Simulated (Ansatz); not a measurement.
# Quasi-harmonic thermodynamics of ScAl3 (Pm-3m), part 2 of 3

Aim: the lattice, expansion, heat capacity and bulk modulus of ScAl3 as it warms. The starting cell is a computed one from a database.

Ansatz 0.2.0; DFT PBEsol, scalar-relativistic, plane waves, PAW; PAW set soft_1.

So far. Step 2 (A first coarse run): The start is under -0.89 GPa at this level and looks like a metal on this mesh.

## (4) Tight relaxation

The thresholds are tightened for a last relaxation ahead of the phonons, and where mesh or smearing change with them the cell follows.

Input file input.yaml:

```yaml
crystal:
  lattice:
    - [4.07125165, 0.0, 0.0]
    - [0.0, 4.07125165, 0.0]
    - [0.0, 0.0, 4.07125165]
  atoms:
    - { symbol: Sc, position: [0.0, 0.0, 0.0] }
    - { symbol: Al, position: [0.5, 0.0, 0.5] }
    - { symbol: Al, position: [0.0, 0.5, 0.5] }
    - { symbol: Al, position: [0.5, 0.5, 0.0] }
kpoints:
  mp_grid: { grid: [10, 10, 10] }
hamiltonian:
  xc: pbesol
  pseudopotentials: { kind: paw, azcp: { folder: soft_1 }, xc_functional: pbe }
scf:
  occupations: { method: methfessel_paxton, width: 0.2 }
  lower_state_search: "off"
output:
  forces: true
  stress: true
  eigenvalues: true
  write_density: true
  write_potential: true
  elf: true
  volumetric_format: npy
relax:
  adjacent_minimum: "off"
  f_tol: 0.001
  max_steps: 60
  cell: { stress_tol: 0.01 }
```

On the command line:

```sh
$ ansatz run input.yaml --threads 8 --pin off --max-ram 16384MiB --backend cpu --events-out ev --progress --plain --runs-dir out
```

Numbers of over 12 decimals in the logs are rounded to 6 here.

Output:

```text
[...]
Crystal: 4 atoms, lattice volume = 67.481 Å³
Basis set: ecut = 420 eV, 1357 PW (Γ), exchange–correlation on 60×60×60 points (8 copies of the dense FFT grid, shifted against one another)
Bands: 14, of which v1, the nominal top of the filled ones, is band 10 counted from 1 (9 counted from 0)
Symmetry: 48 space group operations
[...]
k-points: 56 of 1000
[...]
SCF iter   1: F=—  HF=-3687.267394 eV  |F-HF|=—  |Δ(HF+E_count)|=         —  Δρ=2.63e-2  dr2=9.33e-1  ethr=3.10e-3  ⟨swp⟩=5.2  Hψ=4089  notcnv=0
[...]
SCF iter   7: F=-3686.906863 eV  HF=-3686.906863 eV  |F-HF|=1.95e-10  |Δ(HF+E_count)|=   3.43e-9  S|Δr|=    0.00e0  Δρ=2.03e-6  dr2=1.95e-9  ethr=5.00e-10  ⟨swp⟩=7.4  Hψ=4511  notcnv=0
SCF 1 converged in 7 iterations: F = -3686.906863 eV  dr2 = 1.95e-9
[...]
relax step   1: F+E_penalty+E_count = -3686.90686303 eV  Δ(F+E_penalty+E_count) = +0.000e0 eV  max|allowed force component| = 7.190e-31 eV/Å  Δτ_max = 0.0000 Å  P = -0.019 GPa  Ω = 67.481 Å³  (7 SCF iters, dr2 threshold 1.00e-7 eV, accepted)
Crystal: 4 atoms, lattice volume = 67.458 Å³
[...]
SCF iter   4: F=-3686.906867 eV  HF=-3686.906867 eV  |F-HF|=1.31e-10  |Δ(HF+E_count)|=   4.10e-9  S|Δr|=    0.00e0  Δρ=5.99e-7  dr2=2.31e-10  ethr=4.48e-12  ⟨swp⟩=4.1  Hψ=3567  notcnv=0
SCF 2 converged in 4 iterations: F = -3686.906867 eV  dr2 = 2.31e-10
relax step   2: F+E_penalty+E_count = -3686.90686679 eV  Δ(F+E_penalty+E_count) = -3.760e-6 eV  max|allowed force component| = 1.126e-30 eV/Å  Δτ_max = 0.0000 Å  P = +0.012 GPa  Ω = 67.458 Å³  energy of the carried Pulay correction = +3.292e-6 eV  (4 SCF iters, dr2 threshold 8.96e-10 eV, accepted)
Crystal: 4 atoms, lattice volume = 67.467 Å³
[...]
SCF iter   4: F=-3686.906866 eV  HF=-3686.906866 eV  |F-HF|=1.18e-11  |Δ(HF+E_count)|=  3.93e-10  S|Δr|=    0.00e0  Δρ=1.76e-7  dr2=2.03e-11  ethr=1.94e-12  ⟨swp⟩=5.1  Hψ=3082  notcnv=0
SCF 3 converged in 4 iterations: F = -3686.906866 eV  dr2 = 2.03e-11
relax step   3: F+E_penalty+E_count = -3686.90686584 eV  Δ(F+E_penalty+E_count) = +9.519e-7 eV  max|allowed force component| = 5.300e-31 eV/Å  Δτ_max = 0.0000 Å  P = -0.000 GPa  Ω = 67.467 Å³  energy of the carried Pulay correction = +1.986e-6 eV  (4 SCF iters, dr2 threshold 3.87e-10 eV, accepted)
[...]
SCF iter   1: F=—  HF=-3686.906861 eV  |F-HF|=—  |Δ(HF+E_count)|=         —  Δρ=7.22e-7  dr2=3.11e-10  ethr=9.10e-8  ⟨swp⟩=2.9  Hψ=6358  notcnv=0
eigensolver tolerance schedule: the retry pair's looser diagonalisation over-reported the residual by 58602.56 of it (diagonalisation noise at an unbounded share of the residual, at the tolerance the schedule requests for it); recorded, not acted on — ethr = c·dr2/N_el stays at c = 1.0e-1
SCF iter   2: F=—  HF=-3686.906863 eV  |F-HF|=—  |Δ(HF+E_count)|=   1.39e-6  S|Δr|=    0.00e0  Δρ=4.50e-7  dr2=1.40e-10  ethr=1.55e-12  ⟨swp⟩=3.2  Hψ=1677  notcnv=0
[...]
SCF iter   5: F=-3686.906863 eV  HF=-3686.906863 eV  |F-HF|=9.09e-13  |Δ(HF+E_count)|=  1.82e-12  S|Δr|=    0.00e0  Δρ=1.25e-8  dr2=1.27e-13  ethr=1.00e-12  ⟨swp⟩=4.0  Hψ=2497  notcnv=0
SCF 4 converged in 5 iterations: F = -3686.906863 eV  dr2 = 1.27e-13
relax step   4: F+E_penalty+E_count = -3686.90686264 eV  Δ(F+E_penalty+E_count) = +3.198e-6 eV  max|allowed force component| = 3.718e-31 eV/Å  Δτ_max = 0.0000 Å  P = -0.000 GPa  Ω = 67.467 Å³  stress off target by 8.81e-5 GPa  SCF on the basis re-selected at this cell (its energy is not comparable with the rows above)  (5 SCF iters)
[...]
SCF converged after 5 iterations
Stability not checked: this state was not tested for a lower state beside it, because cold or Methfessel-Paxton smearing, or corrected tetrahedra, fill the levels in a way that the test cannot read (fill_not_monotonic; see scf.lower_state_search)
Free energy (F): -3686.906863 eV
[...]
Internal energy: -3686.908488 eV  (E = F + TS)
E sigma→0 (E₀):  -3686.907269 eV
Entropy (-TS):   0.001626 eV (0.406 meV/atom)
Fermi energy:    9.267772 eV
[...]
--- Stress (GPa, compression-positive) ---
       -0.000088      -0.000000      -0.000000
       -0.000000      -0.000088       0.000000
       -0.000000       0.000000      -0.000088
  P = ⅓ Tr σ = -0.0001 GPa (-0.001 kbar)
--- Band table (eV; the first three rows and the last of 56) ---
  k-point 0: bands = [... 6 lower, 6.6145, 7.4451, 7.4451, 7.4451, 10.4705, 10.5585, 10.5585, 10.5585]
  k-point 1: bands = [... 6 lower, 6.6868, 7.4552, 7.4552, 7.9591, 10.5046, 10.5046, 10.5882, 10.8632]
  k-point 2: bands = [... 6 lower, 6.8969, 7.4793, 7.4793, 8.5854, 10.3923, 10.3923, 10.6689, 11.6758]
  k-point 55: bands = [... 6 lower, 4.4444, 4.7378, 6.2971, 6.2971, 6.2971, 10.1996, 11.8911, 11.8911]
--- Relaxed structure (3 steps of the walk, 3 accepted, 1 SCFs on fresh bases) ---
[...]
cell:  # Å, volume = 67.4675 Å³
    - [4.070972, 0, 0]
    - [0, 4.070972, 0.0]
    - [0, 0.0, 4.070972]
  atoms:
    - { symbol: Sc, position: [0, 0, 0] }
    - { symbol: Al, position: [0.5, 0, 0.5] }
    - { symbol: Al, position: [0, 0.5, 0.5] }
    - { symbol: Al, position: [0.5, 0.5, 0] }
```

It took 1.8 s on 8 threads of Arm Neoverse V2, shared host; peak memory 0.44 GiB.

Little changed from the start: no atom moved by 0.005 Å and no cell edge by 0.1 %.

Numbers from this step:

```yaml
pressure: -8.81e-5 GPa
```

Electrostatic potential energy in the ac plane at fractional y = 0.000, with atoms of Sc and Al within 0.2 Å of it. With pseudopotentials it is smooth inside the atoms' cores, unlike the true potential.

Ten even steps from '0' (-42 eV) to '9' (12 eV), each cell a mean:
```
00369999998620
12579999998742
56789999999876
88898877789988
99998666678999
99997689767999
99986799967999
99986699867999
99997667668999
89998766788999
67889988999876
34689999998753
00479999998620
00368999998510
```
Columns run along a (4.1 Å; values clipped at the 3rd and 97th percentile), rows up along c (4.1 Å). Atoms in or near the plane, at fractional coordinates: Sc at (0.00, 0.00), Al at (0.50, 0.50).

Valence density in the ac plane at fractional y = 0.000, with atoms of Sc and Al within 0.2 Å of it. It is the smooth field of the valence electrons, not physical close to the nuclei.

Values in e/Å³, 14 rows by 14 columns, each cell a mean:
```
7.4 5.7 2.0 0.5 0.2 0.1 0.1 0.1 0.1 0.1 0.2 0.7 3.4 6.4
4.2 3.0 1.0 0.3 0.2 0.2 0.2 0.2 0.2 0.2 0.2 0.4 1.7 3.4
0.9 0.6 0.3 0.2 0.2 0.2 0.2 0.2 0.2 0.2 0.2 0.2 0.4 0.7
0.2 0.2 0.2 0.2 0.2 0.2 0.2 0.2 0.2 0.2 0.2 0.2 0.2 0.2
0.1 0.1 0.2 0.2 0.2 0.2 0.2 0.2 0.2 0.2 0.2 0.2 0.2 0.1
0.1 0.1 0.2 0.2 0.2 0.2 0.1 0.1 0.1 0.2 0.2 0.2 0.2 0.1
0.1 0.1 0.2 0.2 0.2 0.1 0.1 0.1 0.1 0.2 0.2 0.2 0.2 0.1
0.1 0.1 0.2 0.2 0.2 0.1 0.1 0.1 0.1 0.2 0.2 0.2 0.2 0.1
0.1 0.1 0.2 0.2 0.2 0.2 0.1 0.1 0.2 0.2 0.2 0.2 0.2 0.1
0.2 0.2 0.2 0.2 0.2 0.2 0.2 0.2 0.2 0.2 0.2 0.2 0.2 0.2
0.6 0.5 0.3 0.2 0.2 0.2 0.2 0.2 0.2 0.2 0.2 0.2 0.3 0.5
2.5 1.8 0.6 0.3 0.2 0.2 0.2 0.2 0.2 0.2 0.2 0.3 1.0 2.0
6.7 5.1 1.8 0.5 0.2 0.1 0.1 0.1 0.1 0.1 0.2 0.6 3.0 5.7
8.5 6.7 2.5 0.6 0.2 0.1 0.1 0.1 0.1 0.1 0.2 0.9 4.2 7.4
```
Columns run along a (4.1 Å), rows up along c (4.1 Å). Atoms in or near the plane, at fractional coordinates: Sc at (0.00, 0.00), Al at (0.50, 0.50).

ELF in the ac plane at fractional y = 0.000, with atoms of Sc and Al within 0.2 Å of it. It is the smooth field of the valence electrons, not physical close to the nuclei.

Ten even steps from '0' (0.04) to '9' (0.65), each cell a mean:
```
37930256421596
99721477631399
64214799973135
10137899986311
12578632478732
45798300049964
66897129029976
56897202039975
23588521368742
00258877887410
43115899973123
98512588751279
58830366520497
05940256411693
```
Columns run along a (4.1 Å), rows up along c (4.1 Å). Atoms in or near the plane, at fractional coordinates: Sc at (0.00, 0.00), Al at (0.50, 0.50).

The residual pressure is -8.8e-5 GPa, small enough for phonons.

## (5) Relaxing at another setting

The functional, the potentials or the cutoff change, so the crystal is relaxed again at the new setting.

input.yaml, the sections that differ from step 4:

```yaml
crystal:
  lattice:
    - [4.0709720483, 0.0, 0.0]
    - [0.0, 4.0709720483, 0.0]
    - [0.0, 0.0, 4.0709720483]
  atoms:
    - { symbol: Sc, position: [0.0, 0.0, 0.0] }
    - { symbol: Al, position: [0.5, 0.0, 0.5] }
    - { symbol: Al, position: [0.0, 0.5, 0.5] }
    - { symbol: Al, position: [0.5, 0.5, 0.0] }
output:
  forces: true
  stress: true
  eigenvalues: true
basis:
  ecutwfc: 550.0
# kpoints, hamiltonian, scf, relax: as in step 4
```

Output:

```text
[...]
Crystal: 4 atoms, lattice volume = 67.467 Å³
Basis set: ecut = 550 eV, 1935 PW (Γ), exchange–correlation on 64×64×64 points (8 copies of the dense FFT grid, shifted against one another)
Bands: 14, of which v1, the nominal top of the filled ones, is band 10 counted from 1 (9 counted from 0)
Symmetry: 48 space group operations
[...]
k-points: 56 of 1000
[...]
--- Relaxed structure (1 steps of the walk, 1 accepted, 1 SCFs on fresh bases) ---
[...]
cell:  # Å, volume = 67.4675 Å³
    - [4.0709720483, 0.0, 0.0]
    - [0.0, 4.0709720483, 0.0]
    - [0.0, 0.0, 4.0709720483]
  atoms:
    - { symbol: Sc, position: [0.0, 0.0, 0.0] }
    - { symbol: Al, position: [0.5, 0.0, 0.5] }
    - { symbol: Al, position: [0.0, 0.5, 0.5] }
    - { symbol: Al, position: [0.5, 0.5, 0.0] }
[key lines of the parts left out:]
SCF converged after 5 iterations
Free energy (F): -3686.907772 eV
Fermi energy:    9.267680 eV
P = ⅓ Tr σ = -0.0033 GPa (-0.033 kbar)
```

The job ended after 1.3 s (8 threads; peak memory 0.47 GiB).

Little changed from the start: no atom moved by 0.005 Å and no cell edge by 0.1 %.

This step gave:

| Property | Result |
| --- | --- |
| pressure | -0.003321 GPa |

The residual pressure is -0.0033 GPa, small enough for phonons.

(Part 2 of 3 ends here.)

[Logs are printed without paths, hosts, clocks, repeated set-up lines and the standing remarks that a program may print on its own settings, such as how far it seeks lower states.]

[Hosts, paths, dates, database ids (printed as entryN), source tags and the programs' standing remarks are cut or masked in the printed files.]

[A step with changed settings may run another functional than the one named; its input shows which.]
